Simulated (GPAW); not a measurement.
# Y L₃-edge XANES of YTe (Fm-3m)

What does one-electron theory with a core hole give for the Y L₃ edge of YTe (Fm-3m)?

Method: X-ray absorption from dipole matrix elements to empty bands, plane-wave PAW LDA, in GPAW 26.7.0.

The database entry behind the starting cell differs from later determinations by our own check (0.1 to 0.3 % short, probably kX units), so it need not match the best structure at ambient conditions.

### 1. The starting structure

The structure is cubic, space group Fm-3m (No. 225). The conventional cell has a = 6.080 Å, b = 6.080 Å, c = 6.080 Å, α = 90.00°, β = 90.00°, γ = 90.00°. Nearest to Te lie 6 Y at 3.04 Å. Y has 6 Te at 3.04 Å nearest. Farther neighbours and most contacts between anions are not listed.

### 2. The field without a hole

The ground state comes first: it tells whether the system has a gap, which decides how the excited electron is treated.

The input, scf.py:

```python
import numpy as np
from ase import Atoms
from ase.parallel import parprint, paropen
from gpaw import GPAW, PW, FermiDirac, Mixer, MixerDif, setup_paths
from gpaw.test import gen
setup_paths.insert(0, '.')
gen('Y', name='nch2p', xcname='LDA', corehole=(2, 1, 0), write_xml=True)
from gpaw.mpi import world
world.barrier()

atoms = Atoms('TeY',
    cell=[[0, 3.04, 3.04],
     [3.04, 0, 3.04],
     [3.04, 3.04, 0]],
    scaled_positions=[[0, 0, 0],
     [0.5, 0.5, 0.5]],
    pbc=True)
atoms.calc = calc = GPAW(legacy_gpaw=True, mode=PW(430, force_complex_dtype=True), xc='LDA', setups={1: 'nch2p'},
    kpts={'size': (7, 7, 7), 'gamma': True}, occupations=FermiDirac(0.05),
    charge=0, mixer=Mixer(0.1, 5, 50), maxiter=150,
    convergence={'density': 0.0001, 'eigenstates': 1e-6}, txt='scf.txt')
energy = atoms.get_potential_energy() + calc.get_reference_energy()
ef = calc.get_fermi_level()
out = dict(energy=energy, fermi=ef, forces=atoms.get_forces().tolist())
parprint(f'all-electron energy {energy:.4f} eV, Fermi level {ef:.4f} eV')
ev = np.array([[calc.get_eigenvalues(k, s) for k in range(len(calc.get_ibz_k_points()))] for s in range(calc.get_number_of_spins())])
out['homo'], out['lumo'], out['counts'] = ev[ev < ef].max(), ev[ev > ef].min(), sorted(set((ev < ef).sum((0, 2)).tolist()))
out['filled'] = (ev[:, 0] < ef).sum(1).tolist()
import json
with paropen('out.json', 'w') as f:
    json.dump(out, f)
```

Command:

```sh
> OMP_NUM_THREADS=1 mpirun -n 4 gpaw python scf.py
```

Numbers of over 12 decimals in the logs are rounded to 6 here.

The program printed:

```text
Input parameters:
  convergence: {density: 0.0001,
                eigenstates: 1e-06}
  kpts: {gamma: True,
         size: (7, 7, 7)}
  maxiter: 150
  mixer: {backend: pulay,
          beta: 0.1,
          method: separate,
          nmaxold: 5,
          weight: 50}
  mode: {ecut: 430.0,
         force_complex_dtype: True,
         name: pw}
  occupations: {fixmagmom: False,
                name: fermi-dirac,
                width: 0.05}
  setups: {1: nch2p}

Initialize ...

[... PAW data sets ...]

Reference energy: -276625.382566  # eV

Spin-paired calculation

[... convergence settings ...]
Symmetries present (total): 48
  [... symmetry matrices ...]

343 k-points: 7 x 7 x 7 Monkhorst-Pack grid
20 k-points in the irreducible part of the Brillouin zone
       k-points in crystal coordinates                weights
   0:     0.00000000    0.00000000    0.00000000          1/343
   1:     0.14285714    0.14285714    0.00000000          6/343
   2:     0.14285714    0.14285714    0.14285714          8/343
   3:     0.28571429    0.14285714    0.14285714         12/343
   4:     0.28571429    0.28571429    0.00000000          6/343
   5:     0.28571429    0.28571429    0.14285714         24/343
   6:     0.28571429    0.28571429    0.28571429          8/343
   7:     0.42857143   -0.28571429   -0.28571429         12/343
   8:     0.42857143    0.28571429   -0.42857143         48/343
   9:     0.42857143    0.28571429   -0.28571429         24/343
          ...
  19:     0.42857143    0.42857143    0.42857143          8/343

Wave functions: Plane wave expansion
  Cutoff energy: 430.000 eV
  Number of coefficients (min, max): 1130, 1154
  Pulay-stress correction: 0.000000 eV/Ang^3 (de/decut=0.000000)
  Using FFTW library
  Wavefunction extrapolation:
    Improved wavefunction reuse through dual PAW basis

Occupation numbers: Fermi-Dirac:
  width: 0.0500  # eV

Eigensolver
   Davidson(niter=2)

Densities:
  Coarse grid: 21*21*21 grid
  Fine grid: 42*42*42 grid
  Total Charge: 0.000000

Density mixing:
  Method: separate
  Backend: pulay
  Linear mixing parameter: 0.1
  old densities: 5
  Width of damping distribution: 1.1
  Damping of long wavelength oscillations: 50

[... Hamiltonian set-up ...]
Number of atoms: 2
Number of atomic orbitals: 17
Number of bands in calculation: 15
Number of valence electrons: 17
Bands to converge: occupied

... initialized

Initializing position-dependent things.

Density initialized from atomic densities
Creating initial wave functions:
  15 bands from LCAO basis set

                Y

       Te

Atomic positions and initial magnetic moments

Positions:
   0 Te     0.000000    0.000000    0.000000    ( 0.0000,  0.0000,  0.0000)
   1 Y      3.040000    3.040000    3.040000    ( 0.0000,  0.0000,  0.0000)

Unit cell:
           periodic     x           y           z      points  spacing
  1. axis:    yes    0.000000    3.040000    3.040000    21     0.1672
  2. axis:    yes    3.040000    0.000000    3.040000    21     0.1672
  3. axis:    yes    3.040000    3.040000    0.000000    21     0.1672

  Lengths:   4.299209   4.299209   4.299209
  Angles:   60.000000  60.000000  60.000000

Effective grid spacing dv^(1/3) = 0.1824

iter:   1   -11.961008
iter:   2   -11.962977   -1.59  -1.42
iter:   3   -11.948584   -1.89  -1.46
iter:   4   -11.944276   -3.56  -1.92
iter:   5   -11.942031c  -2.64  -1.91
iter:   6   -11.939219c  -3.57  -2.14
iter:   7   -11.939121c  -5.24  -3.11
iter:   8   -11.938976c  -4.39  -3.11
iter:   9   -11.938991c  -5.19  -3.72
iter:  10   -11.938977c  -6.45c -3.52
iter:  11   -11.938973c  -6.12c -3.89
iter:  12   -11.938973c  -7.05c -4.43c

Converged after 12 iterations.

Dipole moment: (0.000000, 0.000000, 0.000000) |e|*Ang

Energy contributions relative to reference atoms: (reference = -276625.382566)

Kinetic:        +14.137387
Potential:      -12.748258
External:        +0.000000
XC:             -13.303053
Entropy (-ST):   -0.009676
Local:           -0.020211
SIC:             +0.000000
--------------------------
Free energy:    -11.943811
Extrapolated:   -11.938973

Showing only first 2 kpts
 Kpt  Band  Eigenvalues  Occupancy
  0     6      6.42646    2.00000
  0     7      6.42646    2.00000
  0     8      8.33755    1.99636
  0     9      8.33755    1.99636

  1     6      5.93725    2.00000
  1     7      5.93725    2.00000
  1     8      7.90750    2.00000
  1     9      9.10888    0.00022

Fermi level: 8.65289

No gap
No difference between direct/indirect transitions

Forces in eV/Ang:
  0 Te   -0.00000    0.00000    0.00000
  1 Y     0.00000   -0.00000   -0.00000
Scalar-relativistic atomic LDA calculation for Y (Yttrium, Z=39)
Core hole in 2p state (2p occupation: 6.0)
750 radial gridpoints.
|------------------------------------------------|
|------------------------------------------------|
[... the atom generator's iteration count ...]

Energy contributions:
-------------------------
Kinetic:    +3468.645094
XC:          -105.479064
Potential:  -6743.658531
-------------------------
Total:      -3380.492502

state      eigenvalue         ekin         rmax
-----------------------------------------------
1s^2.0 :  -618.543443   785.386613        0.025
2s^2.0 :   -84.799187   156.853497        0.141
2p^6.0 :   -75.594584   151.889632        0.113
3s^2.0 :   -13.512336    39.809453        0.422
3p^6.0 :   -10.520490    36.681922        0.416
3d^10.0:    -5.564517    31.548104        0.361
4s^2.0 :    -1.763072     8.054635        1.128
4p^6.0 :    -1.027192     6.241997        1.244
4d^1.0 :    -0.097195     2.169838        1.804
5s^2.0 :    -0.155371     0.952255        3.320
5p^0.0 :    -0.054980     0.500247        4.410
-----------------------------------------------
(units: Bohr and Hartree)

Generating PAW setup
Kinetic energy of the core from tauc = 3468.026130082391
Cutoffs:
rc(s)=2.510
rc(p)=2.490
rc(d)=2.430
rc(vbar)=2.450
rc(comp)=2.410
rc(nct)=2.510

Kinetic energy of the core states: 3411.009492
Charge: 0.0
Core electrons: 28.0
Valence electrons: 11.0
Pseudo-core charge: 0.003786
Shape function alpha=1.722
Pseudo-electron charge 7.472037
state    eigenvalue         norm
--------------------------------
4s(2) :    -1.763072     0.685202
5s(2) :    -0.155371     0.971849
4p(6) :    -1.027192     0.548140
5p(0) :    -0.054980     0.976393
4d(1) :    -0.097195     0.865310
*d    :     0.902805
--------------------------------

Diagonalizing with gridspacing h=0.050

state   all-electron     PAW
-------------------------------
4s:      -1.763072    -1.763529
4p:      -1.027192    -1.027856
4d:      -0.097195    -0.097523
*f:                    0.059866
-------------------------------
all-electron energy -276637.3215 eV, Fermi level 8.6529 eV
```

It took 6 s on 4 MPI ranks of Arm Neoverse V1, shared host; peak memory 0.17 GiB; 24 s of CPU time.

The mesh shows no gap, so the system is treated as a metal and the core electron is put at the Fermi level (neutral cell).

### 3. Spectrum without a core hole, 

This cheap baseline ignores the attraction of the hole: it shows the absorber's empty states as they are in the ground state. The data set with a hole of occupation 0 only carries the core orbital.

The input, xas.py:

```python
import numpy as np
from ase import Atoms
from ase.parallel import parprint, paropen
from gpaw import GPAW, PW, FermiDirac, Mixer, MixerDif, setup_paths
from gpaw.test import gen
setup_paths.insert(0, '.')
gen('Y', name='nch2p', xcname='LDA', corehole=(2, 1, 0), write_xml=True)
from gpaw.mpi import world
world.barrier()

atoms = Atoms('TeY',
    cell=[[0, 3.04, 3.04],
     [3.04, 0, 3.04],
     [3.04, 3.04, 0]],
    scaled_positions=[[0, 0, 0],
     [0.5, 0.5, 0.5]],
    pbc=True)
atoms.calc = calc = GPAW(legacy_gpaw=True, mode=PW(430, force_complex_dtype=True), xc='LDA', setups={1: 'nch2p'},
    kpts={'size': (10, 10, 10), 'gamma': True}, occupations=FermiDirac(0.1),
    charge=0, mixer=Mixer(0.1, 5, 50), maxiter=150,
    convergence={'density': 0.0001, 'eigenstates': 1e-6}, txt='scf.txt')
energy = atoms.get_potential_energy() + calc.get_reference_energy()
ef = calc.get_fermi_level()
out = dict(energy=energy, fermi=ef, forces=atoms.get_forces().tolist())
parprint(f'all-electron energy {energy:.4f} eV, Fermi level {ef:.4f} eV')
ev = np.array([[calc.get_eigenvalues(k, s) for k in range(len(calc.get_ibz_k_points()))] for s in range(calc.get_number_of_spins())])
out['homo'], out['lumo'], out['counts'] = ev[ev < ef].max(), ev[ev > ef].min(), sorted(set((ev < ef).sum((0, 2)).tolist()))
out['filled'] = (ev[:, 0] < ef).sum(1).tolist()

from ase.units import Ha
from gpaw.xas import dipole_matrix_elements
nb = int(calc.get_number_of_electrons() / 2) + 42
top = nb
nscf = calc.fixed_density(kpts={'size': (5, 5, 5), 'gamma': True},
    convergence={'eigenstates': 1.0}, txt='nscf.txt')
nscf.diagonalize_full_hamiltonian(nbands=nb)
cell = atoms.cell.array
ops = [cell.T @ U.T @ np.linalg.inv(cell.T) for U in nscf.wfs.kd.symmetry.op_scc]
E = np.arange(-25, 34, 0.1)
fwhm = np.interp(E, [4, 25], [1.5, 3.5])
Y, X, zero, highest = 0, 0, 1e9, 1e9
for spin in range(nscf.get_number_of_spins()):
    wfs = nscf.wfs
    A = dipole_matrix_elements(wfs.setups[1])
    eps = np.zeros((wfs.kd.nibzkpts, nb))
    d = np.zeros((3, A.shape[1], wfs.kd.nibzkpts, nb), complex)
    for kpt in wfs.kpt_u:
        if kpt.s == spin and 1 in kpt.P_ani:
            eps[kpt.k] = kpt.eps_n * Ha
            d[:, :, kpt.k] = (kpt.weight * wfs.nspins / 2) ** 0.5 * np.inner(A, kpt.P_ani[1])
    world.sum(eps)
    world.sum(d)
    T = np.einsum('amkn,bmkn->abkn', d, d.conj()).real
    T = sum(np.einsum('ai,ijkn,bj->abkn', R, T, R) for R in ops) / len(ops)
    empty = eps > ef
    zero, highest = min(zero, eps[empty].min()), min(highest, eps[:, top - 1].min())
    lines = [(eps, T, empty)] if spin == 0 else lines + [(eps, T, empty)]
for eps, T, empty in lines:
    f = np.einsum('aakn->akn', T).reshape(3, -1)
    x = eps.ravel() - zero
    w = np.interp(x, E, fwhm) / 2.35482
    g = np.exp(-0.5 * ((E[:, None] - x) / w) ** 2) / (w * (2 * np.pi) ** 0.5)
    Y = Y + (f * empty.ravel()) @ g.T
    X = X + (f * ~empty.ravel()) @ g.T
out.update(E=E.round(2).tolist(), xas=Y.tolist(), xes=X.tolist(), zero=zero, valid=highest - zero, nk=len(eps), nb=nb)
for i in range(0, len(E), 10):
    parprint(f'{E[i]:7.2f}', *(f'{v:10.3e}' for v in Y[:, i]))
import json
with paropen('out.json', 'w') as f:
    json.dump(out, f)
```

Command:

```sh
> OMP_NUM_THREADS=1 mpirun -n 4 gpaw python xas.py
```

The program printed:

```text
Input parameters:
  convergence: {density: 0.0001,
                eigenstates: 1e-06}
  kpts: {gamma: True,
         size: (10, 10, 10)}
  maxiter: 150
  mixer: {backend: pulay,
          beta: 0.1,
          method: separate,
          nmaxold: 5,
          weight: 50}
  mode: {ecut: 430.0,
         force_complex_dtype: True,
         name: pw}
  occupations: {fixmagmom: False,
                name: fermi-dirac,
[...]
Kinetic:        +13.662790
Potential:      -12.792849
External:        +0.000000
XC:             -13.312787
Entropy (-ST):   -0.035655
Local:           -0.020545
SIC:             +0.000000
--------------------------
Free energy:    -12.499047
Extrapolated:   -12.481219

Showing only first 2 kpts
 Kpt  Band  Eigenvalues  Occupancy
[...]
1     8      7.61165    1.99993
  1     9      9.24253    0.00473

Fermi level: 8.63803

No gap
No difference between direct/indirect transitions
[key lines of the parts left out:]
Converged after 5 iterations.
Dipole moment: (0.000000, 0.000000, 0.000000) |e|*Ang
```

It took 19 s on 4 MPI ranks; peak memory 0.16 GiB.

The run ended with an error.

The program stopped, so this step gives no result.

### 4. Reference energy of the supercell

The photon energy needs a difference of total energies, so the cell and mesh of the coming hole run are first run without a hole.

Edit scf.py of step 2 so:

```diff
@@ -10,11 +10,21 @@
 
-atoms = Atoms('TeY',
-    cell=[[0, 3.04, 3.04],
-     [3.04, 0, 3.04],
-     [3.04, 3.04, 0]],
+atoms = Atoms('Te6Y6',
+    cell=[[-3.04, -3.04, -6.08],
+     [-3.04, -3.04, 6.08],
+     [-3.04, 6.08, 3.04]],
     scaled_positions=[[0, 0, 0],
-     [0.5, 0.5, 0.5]],
+     [0.66666667, 0, 0.33333333],
+     [0.5, 0.5, 0],
+     [0.33333333, 0, 0.66666667],
+     [0.16666667, 0.5, 0.33333333],
+     [0.83333333, 0.5, 0.66666667],
+     [0.25, 0.75, 0],
+     [0.91666667, 0.75, 0.33333333],
+     [0.75, 0.25, 0],
+     [0.58333333, 0.75, 0.66666667],
+     [0.41666667, 0.25, 0.33333333],
+     [0.08333333, 0.25, 0.66666667]],
     pbc=True)
-atoms.calc = calc = GPAW(legacy_gpaw=True, mode=PW(430, force_complex_dtype=True), xc='LDA', setups={1: 'nch2p'},
-    kpts={'size': (7, 7, 7), 'gamma': True}, occupations=FermiDirac(0.05),
+atoms.calc = calc = GPAW(legacy_gpaw=True, mode=PW(430, force_complex_dtype=True), xc='LDA', setups={6: 'nch2p'},
+    kpts={'size': (3, 3, 3), 'gamma': True}, occupations=FermiDirac(0.1),
     charge=0, mixer=Mixer(0.1, 5, 50), maxiter=150,
```

Command:

```sh
> OMP_NUM_THREADS=1 mpirun -n 4 gpaw python scf.py
```

The program printed:

```text
Input parameters:
  convergence: {density: 0.0001,
                eigenstates: 1e-06}
  kpts: {gamma: True,
         size: (3, 3, 3)}
  maxiter: 150
  mixer: {backend: pulay,
          beta: 0.1,
          method: separate,
          nmaxold: 5,
          weight: 50}
  mode: {ecut: 430.0,
         force_complex_dtype: True,
         name: pw}
  occupations: {fixmagmom: False,
                name: fermi-dirac,
[...]
5s(2) :    -0.155371     0.971849
4p(6) :    -1.027192     0.548140
5p(0) :    -0.054980     0.976393
4d(1) :    -0.097195     0.865310
*d    :     0.902805
--------------------------------

Diagonalizing with gridspacing h=0.050

state   all-electron     PAW
-------------------------------
4s:      -1.763072    -1.763529
4p:      -1.027192    -1.027856
4d:      -0.097195    -0.097523
*f:                    0.059866
-------------------------------
all-electron energy -1659823.9424 eV, Fermi level 8.5978 eV
[key lines of the parts left out:]
Converged after 14 iterations.
Dipole moment: (0.000000, 0.000000, 0.000000) |e|*Ang
Free energy:    -71.751394
Fermi level: 8.59778
```

Elapsed: 36 s, on 4 MPI ranks; peak memory 0.26 GiB.

Reference energy: -1659823.942 eV with the cores included.

(Part 1 of 3 ends here.)

[Banner, clock and machine lines of the logs are left out without a mark of their own.]

[Logs are printed without paths, hosts, clocks, repeated set-up lines and the standing remarks that a program may print on its own settings, such as how far it seeks lower states.]

[Hosts, paths, dates, database ids (printed as entryN), source tags and the programs' standing remarks are cut or masked in the printed files.]

[Lists of maxima count a maximum above −3 eV only where it reaches 4 % of the highest in the window and stands out from its surroundings by 2 % of it (1.5 % where it reaches 55 %); shoulders and weaker maxima are passed over, and of the rest the first, up to two pre-edge ones and the few strongest are named.]
